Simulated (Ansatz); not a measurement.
# SrBe2Ge2: relaxing a made-up structure, part 2 of 2

Starting from a made-up structure for SrBe2Ge2, the aim is the relaxed cell, its shortest contacts and, where a second run follows, its electronic structure.

Ansatz 0.2.0; DFT, PBE, plane-wave PAW, files of the set soft_1, scalar-relativistic, no spin, cell and ions relaxed at zero pressure; PAW set soft_1 (the session's first sound run).

So far: The starting structure; Relaxing cell and atoms. The relaxed cell has a = 4.145, c = 10.107 Å (conventional setting).

### 3. Bands of the relaxed cell

A second self-consistent run takes a narrower smearing and the mesh shown in its input; the bands follow along the standard path of the relaxed lattice.

This step: DFT, PBE, plane-wave PAW, files of the set soft_1, scalar-relativistic, no spin, bands and density of states at the relaxed cell; PAW set soft_1 (Ansatz 0.2.0).

File input.yaml:

```yaml
crystal:
  lattice:
    - [-2.0725292264, 2.0725292264, 5.0535485096]
    - [2.0725292264, -2.0725292264, 5.0535485096]
    - [2.0725292264, 2.0725292264, -5.0535485096]
  atoms:
    - { symbol: Sr, position: [0.0, 0.0, 0.0] }
    - { symbol: Ge, position: [0.3687520191, 0.3687520191, 0.0] }
    - { symbol: Ge, position: [0.6312479809, 0.6312479809, 0.0] }
    - { symbol: Be, position: [0.75, 0.25, 0.5] }
    - { symbol: Be, position: [0.25, 0.75, 0.5] }
kpoints:
  mp_grid: { grid: [10, 10, 10] }
  band_path:
    path:
      - [[0.0, 0.0, 0.0], [0.0, 0.0, 0.5], [-0.0840966, 0.0840966, 0.5], [-0.2920483, 0.2920483, 0.2920483], [0.0, 0.0, 0.0], [0.5, 0.5, -0.5], [0.2920483, 0.7079517, -0.2920483], [0.0, 0.5, 0.0], [0.25, 0.25, 0.25], [0.5, 0.5, -0.0840966], [0.5, 0.5, -0.5]]
      - [[0.0, 0.0, 0.5], [0.25, 0.25, 0.25]]
    npoints: 7
scf:
  occupations: { method: fermi_dirac, width: 0.03 }
  n_extra_bands: 9
hamiltonian:
  xc: pbe
  pseudopotentials: { kind: paw, azcp: { folder: soft_1 } }
output:
  forces: true
  stress: true
  write_bands: true
  dos: { projected: true }
  write_density: true
  write_potential: true
  elf: true
  volumetric_format: npy
```

Run with:

```bash
> ansatz run input.yaml --threads 4 --pin off --max-ram 8192MiB --backend cpu --events-out ev --progress --plain --runs-dir out
```

Numbers of over 12 decimals in the logs are rounded to 6 here.

Log:

```text
[...]
Crystal: 5 atoms, lattice volume = 86.828 Å³
Basis set: ecut = 420 eV, 1677 PW (Γ), exchange–correlation on 80×80×80 points (8 copies of the dense FFT grid, shifted against one another)
Bands: 30, of which v1, the nominal top of the filled ones, is band 21 counted from 1 (20 counted from 0)
Symmetry: 16 space group operations
[...]
k-points: 102 of 1000
[...]
SCF iter   1: F=—  HF=-12321.430112 eV  |F-HF|=—  |Δ(HF+E_count)|=         —  Δρ=3.64e-2  dr2=1.62e0  ethr=3.10e-3  ⟨swp⟩=7.9  Hψ=16952  notcnv=0
[...]
SCF iter   9: F=-12320.852427 eV  HF=-12320.852428 eV  |F-HF|=9.35e-10  |Δ(HF+E_count)|=   1.54e-8  Δρ=2.12e-6  dr2=6.00e-9  ethr=2.38e-10  ⟨swp⟩=16.2  Hψ=22275  notcnv=0
SCF 1 converged in 9 iterations: F = -12320.852427 eV  dr2 = 6.00e-9
[...]
NSCF: frozen V_eff on 79 k-points
SCF converged after 9 iterations
Free energy (F): -12320.852427 eV
[...]
Internal energy: -12320.848907 eV  (E = F + TS)
E sigma→0 (E₀):  -12320.850667 eV
Entropy (-TS):   -0.003520 eV (-0.704 meV/atom)
Fermi energy:    9.790399 eV
[...]
--- Forces (eV/Å), atoms counted from 1 ---
  atom   1  Sr    -0.00000000    -0.00000000     0.00000000
  atom   2  Ge     0.00000000     0.00000000    -0.00327377
  atom   3  Ge     0.00000000     0.00000000     0.00327377
  atom   4  Be     0.00000000     0.00000000     0.00000000
  atom   5  Be     0.00000000    -0.00000000     0.00000000
  max |Σ_I F_I| component: 1.56e-17 eV/Å
--- Stress (GPa, compression-positive) ---
       -0.016507       0.000000       0.000000
        0.000000      -0.016507       0.000000
        0.000000       0.000000      -0.079840
  P = ⅓ Tr σ = -0.0376 GPa (-0.376 kbar)
--- Band table (eV; the first three rows and the last of 102) ---
  k-point 0: bands = [... 17 lower, 6.7591, 6.7591, 9.5908, 9.6424, 9.6424, 10.6785, 10.6967, 13.3516, ... 5 higher]
  k-point 1: bands = [... 17 lower, 6.4289, 6.8156, 8.6011, 8.7469, 10.9275, 11.0267, 11.2517, 13.6843, ... 5 higher]
  k-point 2: bands = [... 17 lower, 5.7931, 6.9163, 7.5609, 7.8718, 11.9987, 12.5057, 12.6012, 12.7823, ... 5 higher]
  k-point 101: bands = [... 17 lower, 6.7330, 8.4548, 9.0201, 9.9189, 10.5524, 10.5524, 10.7958, 12.4533, ... 5 higher]
```

Run time: 6.1 s. Hardware: 4 threads of Intel Xeon 6975P-C (Granite Rapids), shared host; peak memory 0.59 GiB.

Reading the cycles: dr2 is the Hartree energy of the density residual (eV), the measure of convergence; HF is the Harris–Foulkes estimate of the energy, which meets the free energy F at convergence.

Numbers from this step:

| Property | Result |
| --- | --- |
| free energy | -12320.8524 eV |
| energy at zero smearing | -12320.8507 eV |
| smearing term TS | 0.003520 eV |
| Fermi energy | 9.790 eV |
| pressure | -0.03762 GPa |

bands.tsv at the labelled points (eV, zero at the Fermi level; the bands that come nearest the Fermi level along the path):

```
point  band 18  band 19  band 20  band 21  band 22  band 23  band 24  band 25
    Γ    -3.03    -3.03    -0.20    -0.15    -0.15     0.89     0.91     3.56
    X    -5.02    -3.98    -2.74    -2.43     0.35     2.76     3.27     5.39
    Y    -4.55    -4.12    -2.67    -2.31     0.32     2.94     3.13     5.06
    S    -2.79    -2.40    -1.99    -0.46     1.09     1.29     2.43     2.54
    Γ    -3.03    -3.03    -0.20    -0.15    -0.15     0.89     0.91     3.56
    Z    -3.06    -1.34    -0.77     0.13     0.76     0.76     1.01     2.66
   S1    -2.79    -2.40    -1.99    -0.46     1.09     1.29     2.43     2.54
    N    -4.67    -2.16    -1.08    -0.97     0.06     1.73     1.77     2.00
    P    -5.04    -3.74    -2.60    -2.60    -0.46     4.07     4.07     4.63
   Y1    -4.55    -4.12    -2.67    -2.31     0.32     2.94     3.13     5.06
    Z    -3.06    -1.34    -0.77     0.13     0.76     0.76     1.01     2.66
    X    -5.02    -3.98    -2.74    -2.43     0.35     2.76     3.27     5.39
    P    -5.04    -3.74    -2.60    -2.60    -0.46     4.07     4.07     4.63
```

States per cell as run, both spins, in windows of 1 eV, from dos.tsv (zero at the Fermi level):

```
from  to  total
  -8  -7   0.26
  -7  -6   0.00
  -6  -5   0.69
  -5  -4   2.11
  -4  -3   1.97
  -3  -2   2.60
  -2  -1   1.76
  -1   0   0.87
   0   1   1.63
   1   2   1.39
   2   3   2.98
   3   4   2.91
```

Below -8 eV lie 31.7 more states.

Valence density in the ac plane of the conventional cell at fractional y = 0.000, with atoms of Sr and Ge and Be within 0.2 Å of it. It is the smooth field of the valence electrons, not physical close to the nuclei.

Ten steps, logarithmic in the rise over the least value, from '_' (0 e/Å³) to '@' (37 e/Å³), each cell a mean:
```
====--..____________..::====
----::..______________..::--
..________________________..
____________________________
____________________________
____________________________
........____________........
**==::....________......--++
@@##--....__________..::++@@
%%**::..____________....==##
::....________________....::
....____________________....
......__________________....
==--....______________..::--
@@##--..____________..::++%%
@@##--....__________..::==%%
--::......________......::--
....____________________....
____________________________
____________________________
____________________________
::....__________________..::
==--::..______________::--==
--==--::____________..--====
```
Columns run along a (4.1 Å), rows up along c (10.1 Å), edges of the conventional cell, whose origin can differ from the input's. Atoms in or near the plane, at fractional coordinates: Sr at (0.00, 0.00), Ge at (0.00, 0.37), Ge at (0.00, 0.63), Be at (0.50, 0.75), Be at (0.50, 0.25).

Electrostatic potential energy in the ac plane of the conventional cell at fractional y = 0.000, with atoms of Sr and Ge and Be within 0.2 Å of it. With pseudopotentials it is smooth inside the atoms' cores, unlike the true potential.

Values in eV, 24 rows by 14 columns, each cell a mean:
```
-53 -52 -33  -4   5   9  11  11  10   8   2 -13 -46 -53
-34 -23  -6   3   8  10  12  12  11   9   6   0 -13 -30
  1   3   6   8  10  11  11  11  11  11   9   7   4   2
  9   9  10  10  10   9   7   7   8   9  10  10   9   9
 11  11  11  10   6  -1 -11 -14  -7   3   8  10  11  11
  9   9  10   8   2 -14 -30 -35 -24  -5   6   9  10   9
 -4  -1   4   7   3 -10 -25 -28 -19  -2   6   6   2  -3
-11 -12  -8   3   7   4  -2  -4   1   6   6  -2 -11 -12
 -8 -10 -12  -1   8  10  10  10  10   9   5  -8 -12  -8
-10 -12 -10   2   9  11  12  12  12  11   7  -4 -13 -10
 -9  -6   1   8  11  12  12  12  12  11  10   5  -2  -8
  5   7   9  11  11  11  11  11  11  11  11  10   8   6
  1   3   7  10  11  11  11  11  12  11  11   9   5   2
-12 -11  -4   6  10  11  12  12  12  11   9   2  -8 -12
 -8 -10 -12   0   9  11  11  11  11  10   6  -7 -12  -9
 -8 -10 -12   0   8   8   7   7   8   9   5  -6 -12  -9
-12 -10  -3   5   5  -1 -11 -14  -7   3   6   2  -7 -11
  3   5   7   7   2 -14 -30 -35 -24  -5   6   8   6   4
 10  10  10   9   4 -10 -25 -28 -19  -2   7  10  11  10
 10  11  11  10   8   4  -2  -4   1   6   9  10  11  10
  6   7   9  10  10  10  10  10  10  10  10   9   8   7
 -6  -2   3   7   9  11  12  12  11  10   8   5   1  -4
-50 -41 -16   0   7  10  11  12  11   9   4  -5 -28 -47
-53 -53 -40  -6   5   9  11  11  10   7   1 -18 -51 -53
```
Columns run along a (4.1 Å; values clipped at the 3rd and 97th percentile), rows up along c (10.1 Å), edges of the conventional cell, whose origin can differ from the input's. Atoms in or near the plane, at fractional coordinates: Sr at (0.00, 0.00), Ge at (0.00, 0.37), Ge at (0.00, 0.63), Be at (0.50, 0.75), Be at (0.50, 0.25).

ELF in the ac plane of the conventional cell at fractional y = 0.000, with atoms of Sr and Ge and Be within 0.2 Å of it. It is the smooth field of the valence electrons, not physical close to the nuclei.

Ten even steps from '_' (0.01) to '@' (0.83), each cell a mean:
```
==%%@@##::____..____==@@@@**
@@@@##--....::::..__..++@@@@
++==::__..--++++==::....::==
______..--==++**++==::..____
....::------::::::----::::..
--====++==..______::++++====
==++**####==____::**%%##++==
::--++##@@%%++==**@@%%**==::
++::==**%%%%****##%%##++--::
::::==**##**++==++####++--::
==++++**++--::::::==++**++==
##****++--::..__..::==****##
******++==::......--++******
--==++****==--::--++**++==--
==::==**####**++**####++--::
--::==##%%%%##**##@@%%**--::
--==**%%@@##--::++%%%%##++==
==++**##**::______==##**++==
------==--..______::====----
__....::--==========--::..__
....__..::==++**++--..____..
%%**==....::====--....::++##
%%@@@@++..__......__::##@@@@
::##@@%%::__________++@@@@==
```
Columns run along a (4.1 Å), rows up along c (10.1 Å), edges of the conventional cell, whose origin can differ from the input's. Atoms in or near the plane, at fractional coordinates: Sr at (0.00, 0.00), Ge at (0.00, 0.37), Ge at (0.00, 0.63), Be at (0.50, 0.75), Be at (0.50, 0.25).

### 4. Outcome

```json
{
 "space group, relaxed": "I4/mmm",
 "conventional cell": "a = 4.145, b = 4.145, c = 10.107 Å; α = 90.0°, β = 90.0°, γ = 90.0°",
 "volume per atom": "17.37 Å³ (guess 17.59)"
}
```

SrBe2Ge2 relaxes to I4/mmm with a = 4.145, b = 4.145 and c = 10.107 Å. The guessed volume was near the relaxed one. The space group I4/mmm was held in the relaxation, so the end point is a stationary structure within it and may be a saddle against distortions or other arrangements. Bands cross the Fermi level, so it is a metal or semimetal at this level. On the 10×10×10 mesh with the narrower smearing (relaxed on 9×9×9) the largest force component is 0.003 eV/Å and the largest stress component is 0.080 GPa, against the relaxation's thresholds of 0.015 eV/Å and 0.05 GPa. The cutoff wasn't tested. No dispersion term is used, so weakly bound directions may come out too long. Nothing here tests whether the compound is stable against decomposition.

[Logs are printed without paths, hosts, clocks, repeated set-up lines and the standing remarks that a program may print on its own settings, such as how far it seeks lower states.]

[Hosts, paths, dates, database ids (printed as entryN), source tags and the programs' standing remarks are cut or masked in the printed files.]
